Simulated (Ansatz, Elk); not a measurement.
# How far do independent atoms describe NaHI2?

The structure of NaHI2 used here is made up (a known structure type with other elements) and was relaxed beforehand with PBE. The aim is the Fourier transform of its all-electron density, F(hkl), set beside the sum over free spherical atoms that refinements use.

Calculated with Elk 11.2.3 (patched build); DFT, PBE, all-electron APW+lo, Dirac cores, scalar-relativistic bands, static density, no spin.

This account leaves out most program logs.

The structure was built from a prototype and need not be the compound's stable phase.

### Step 1. The starting structure

It takes space group R-3m (No. 166, trigonal). Conventional cell: a = 4.947 Å, b = 4.947 Å, c = 21.211 Å, α = 90.00°, β = 90.00°, γ = 120.00°. Nearest to I lie 1 H at 1.92 Å and 3 Na at 3.28 Å. Nearest to Na lie 6 I at 3.28 Å. Nearest to H lie 2 I at 1.92 Å. Farther neighbours and most contacts between anions are not listed.

As a file:

```cif
data_structure
_symmetry_space_group_name_H-M 'P 1'
_symmetry_Int_Tables_number 1
_cell_length_a 7.6253
_cell_length_b 7.6253
_cell_length_c 7.6253
_cell_angle_alpha 37.855
_cell_angle_beta 37.855
_cell_angle_gamma 37.855
_cell_volume 149.84
loop_
_atom_site_label
_atom_site_type_symbol
_atom_site_fract_x
_atom_site_fract_y
_atom_site_fract_z
_atom_site_occupancy
I1 I 0.59046 0.59046 0.59046 1
I2 I 0.40954 0.40954 0.40954 1
Na3 Na 0.00000 0.00000 0.00000 1
H4 H 0.50000 0.50000 0.50000 1
```

### Step 2. Ground state and structure factors

An all-electron density is needed, since X-rays see the cores too. Task 0 finds the density and task 195 Fourier-transforms it; tshift is off so that phases refer to the origin typed.

The input, elk.in:

```
tasks
  0
  195

xctype
  20

spinpol
  .false.

rgkmax
  7.0

gmaxvr
  14.0

lmaxo
  7

lmaxapw
  8

swidth
  0.002

tshift
  .false.

ramdisk
  .false.

hmaxvr
  5.5

maxscl
  120

epspot
  1e-06

sppath
  './'

avec
  4.67406715178 2.69857392794 13.36078512949
  -4.67406715178 2.69857392794 13.36078512949
  0.00000000000 -5.39714785693 13.36078512927

atoms
  3
  'I.in'
  2
  0.5904623025 0.5904623025 0.5904623025   0.000000 0.000000 0.000000
  0.4095376975 0.4095376975 0.4095376975   0.000000 0.000000 0.000000
  'Na.in'
  1
  0.0000000000 0.0000000000 0.0000000000   0.000000 0.000000 0.000000
  'H.in'
  1
  0.5000000000 0.5000000000 0.5000000000   0.000000 0.000000 0.000000

ngridk
  5 5 5
```

Command:

```
$ OMP_NUM_THREADS=4 elk
```

The job ended after 82 s (4 threads of Arm Neoverse N1, shared host; peak memory 0.31 GiB).

SFACRHO.OUT:

```text

h k l indices transformed by vhmat matrix:
   1.000000000       0.000000000       0.000000000    
   0.000000000       1.000000000       0.000000000    
   0.000000000       0.000000000       1.000000000    

      h      k      l  multipl.   |H|            Re(F)            Im(F)           |F|

      0      0      0      1   0.0000000       118.00000      0.39463474E-17   118.00000    
     -1     -1     -1      2  0.47027066       23.032416     -0.17774975E-15   23.032416    
      1      0      0      6  0.79178423      -72.135744      0.90125415E-16   72.135744    
      0     -1     -1      6  0.83704267       49.975725      0.13314686E-15   49.975725    
      2      2      2      2  0.94054133      -79.842618     -0.42754453E-15   79.842618    
     -1     -2     -1      6  0.99775403      -49.584171      0.21112424E-15   49.584171    
      2      2      1      6   1.1030266       93.605844      0.21396902E-14   93.605844    
     -2     -3     -2      6   1.3440286       64.347989     -0.49790206E-16   64.347989    
      1     -1      0      6   1.3442651       93.099030     -0.22706894E-15   93.099030    
     -3     -3     -3      2   1.4108120      -25.145874     -0.38119414E-15   25.145874    
     -2      0     -1     12   1.4241500       18.690583     -0.19006844E-15   18.690583    
     -2     -3     -3      6   1.4747894      -5.0119714      0.11286624E-15   5.0119714    
      1     -1     -1      6   1.5601189      -60.353637      0.26539018E-16   60.353637    
      0     -2      0      6   1.5835685       41.755550      0.75299421E-16   41.755550    
      2      3      1     12   1.6406299      -68.150555     -0.35591074E-15   68.150555    
      2      2      0      6   1.6740853      -42.627169     -0.17844574E-15   42.627169    
     -1     -3     -1      6   1.7388836       80.924931     -0.30739950E-15   80.924931    
      3      4      3      6   1.7491774       71.536340     -0.41842991E-15   71.536340
```

Elk indexes on the primitive cell of elk.in and gives |H| = 4π sin θ/λ in inverse bohr. Below, one row stands for each form hkl of the conventional cell (m members, Friedel mates merged), F is for one primitive cell and the density is static (no thermal factor). Free-atom factors are Waasmaier and Kirfel's, and R is Σm||F|−|F'||/Σm|F|.

```
   hkl   m  sin θ/λ (Å⁻¹)  abs F, DFT  neutral atoms   diff.
   003   2          0.071      23.032         22.986  +0.046
   101   6          0.119      72.136         71.952  +0.184
   012   6          0.126      49.976         49.940  +0.036
   006   2          0.141      79.843         79.469  +0.373
   104   6          0.150      49.584         49.415  +0.170
   015   6          0.166      93.606         93.458  +0.148
   107   6          0.202      64.348         64.354  -0.006
   110   6          0.202      93.099         93.188  -0.089
   009   2          0.212      25.146         24.893  +0.253
   113  12          0.214      18.691         18.807  -0.116
   018   6          0.222       5.012          5.030  -0.018
   021   6          0.235      60.354         60.319  +0.035
   202   6          0.238      41.755         41.822  -0.067
   116  12          0.247      68.151         68.160  -0.010
   024   6          0.252      42.627         42.766  -0.139
   205   6          0.262      80.925         81.059  -0.134
1 0 10   6          0.263      71.536         71.506  +0.030
0 0 12   2          0.283      71.816         71.924  -0.108
0 1 11   6          0.284      68.095         68.071  +0.024
   027   6          0.286      56.918         56.892  +0.026
   119  12          0.293      22.316         22.328  -0.012
   208   6          0.300       4.969          4.933  +0.036
```

### Step 3. The highest occupied states alone

An energy window below the Fermi level keeps the highest occupied states, to see at which angles they scatter; shallow core shells can lie inside it and anion s states outside. No new self-consistency is needed.

Changes to elk.in since step 2:

```diff
@@ -1,3 +1,2 @@
 tasks
-  0
   195
@@ -40,2 +39,5 @@
 
+wsfac
+  -0.343970 0.323530
+
 sppath
```

Command:

```
$ OMP_NUM_THREADS=4 elk
```

It took 23 s on 4 threads; peak memory 0.2 GiB; 24 s of CPU time.

States within 10 eV below the Fermi level hold 12.00 electrons; any levels below the window count with the cores. Their amplitudes can exceed the total, where window and core parts have opposite phase:

```
hkl  sin θ/λ (Å⁻¹)  abs F, window  abs F, all
003          0.071          0.923      23.032
101          0.119          4.750      72.136
012          0.126          2.532      49.976
006          0.141          3.175      79.843
104          0.150          1.668      49.584
015          0.166          1.897      93.606
107          0.202          0.150      64.348
110          0.202          1.203      93.099
009          0.212          1.010      25.146
113          0.214          0.345      18.691
```

### Step 4. Another functional

The difference from free atoms is small, so it is set against the change that LDA (Perdew-Wang) makes.

Changes to elk.in since step 3:

```diff
@@ -1,2 +1,3 @@
 tasks
+  0
   195
@@ -4,3 +5,3 @@
 xctype
-  20
+  3
 
@@ -39,5 +40,2 @@
 
-wsfac
-  -0.343970 0.323530
-
 sppath
```

Command:

```
$ OMP_NUM_THREADS=4 elk
```

Run time: 53 s. Hardware: 4 threads; peak memory 0.28 GiB.

Against the first run R = 0.03 %; the largest change is +0.046 at 116.

### Step 5. Basis size

The basis and the expansions that go with it are enlarged, to see whether the differences are converged.

Changes to elk.in since step 4:

```diff
@@ -5,3 +5,3 @@
 xctype
-  3
+  20
 
@@ -11,12 +11,12 @@
 rgkmax
-  7.0
+  8.5
 
 gmaxvr
-  14.0
+  18.0
 
 lmaxo
-  7
+  9
 
 lmaxapw
-  8
+  10
```

Command:

```
$ OMP_NUM_THREADS=4 elk
```

It took 4.1 min on 4 threads; peak memory 0.79 GiB.

Against the first run R = 0.00 %; the largest change is +0.004 at 3 0 21.

### Step 6. A coarser k-mesh

About half the k-points along each axis test the sampling.

Changes to elk.in since step 5:

```diff
@@ -11,12 +11,12 @@
 rgkmax
-  8.5
+  7.0
 
 gmaxvr
-  18.0
+  14.0
 
 lmaxo
-  9
+  7
 
 lmaxapw
-  10
+  8
 
@@ -62,2 +62,2 @@
 ngridk
-  5 5 5
+  2 2 2
```

Command:

```
$ OMP_NUM_THREADS=4 elk
```

Run time: 55 s. Hardware: 4 threads; peak memory 0.3 GiB; 84 s of CPU time.

Against the first run R = 0.00 %; the largest change is +0.025 at 101.

### Step 7. Settings against the effect

```
                              run  R against the first run (%)  R against neutral atoms, low angle (%)  wall time
                    PBE, rgkmax 7                         0.00                                    0.14       82 s
                LDA (Perdew-Wang)                         0.03                                    0.14       53 s
rgkmax 8.5 with larger expansions                         0.00                                    0.14    4.1 min
                     k-mesh 2×2×2                         0.00                                    0.15       55 s
```

### Step 8. Outcome

- R against neutral atoms, sin θ/λ < 0.3 Å⁻¹: 0.14 %
- R against neutral atoms, 0.3 to 0.63 Å⁻¹: 0.12 %

Independent neutral atoms miss the calculated amplitudes by R = 0.14 % below 0.3 Å⁻¹ and 0.12 % from there to 0.63 Å⁻¹; by shells, 0.23 % below 0.15 Å⁻¹ (4 forms), 0.13 % 0.15 to 0.3 (17 forms), 0.11 % 0.3 to 0.45 (37 forms), 0.12 % above 0.45 (91 forms). Bonding, aspherical density and the tables' own atoms all enter these figures, and the runs don't part them. The largest change of an amplitude is +0.37 electrons, at 006. The window's part falls from 12.0 electrons at the origin to at most 0.29 between 0.45 and 0.63 Å⁻¹. Below 0.3 Å⁻¹ the changes that finished (LDA (Perdew-Wang), rgkmax 8.5 with larger expansions and k-mesh 2×2×2) move F by R = 0.03 % at most, against the 0.14 % that separates it from free atoms. Part of the difference isn't bonding: the tables are fits to free atoms and ions calculated by other methods than this functional. Thermal motion, anomalous dispersion and extinction are left out.

[Logs are printed without paths, hosts, clocks, repeated set-up lines and the standing remarks that a program may print on its own settings, such as how far it seeks lower states.]

[Hosts, paths, dates, database ids (printed as entryN), source tags and the programs' standing remarks are cut or masked in the printed files.]
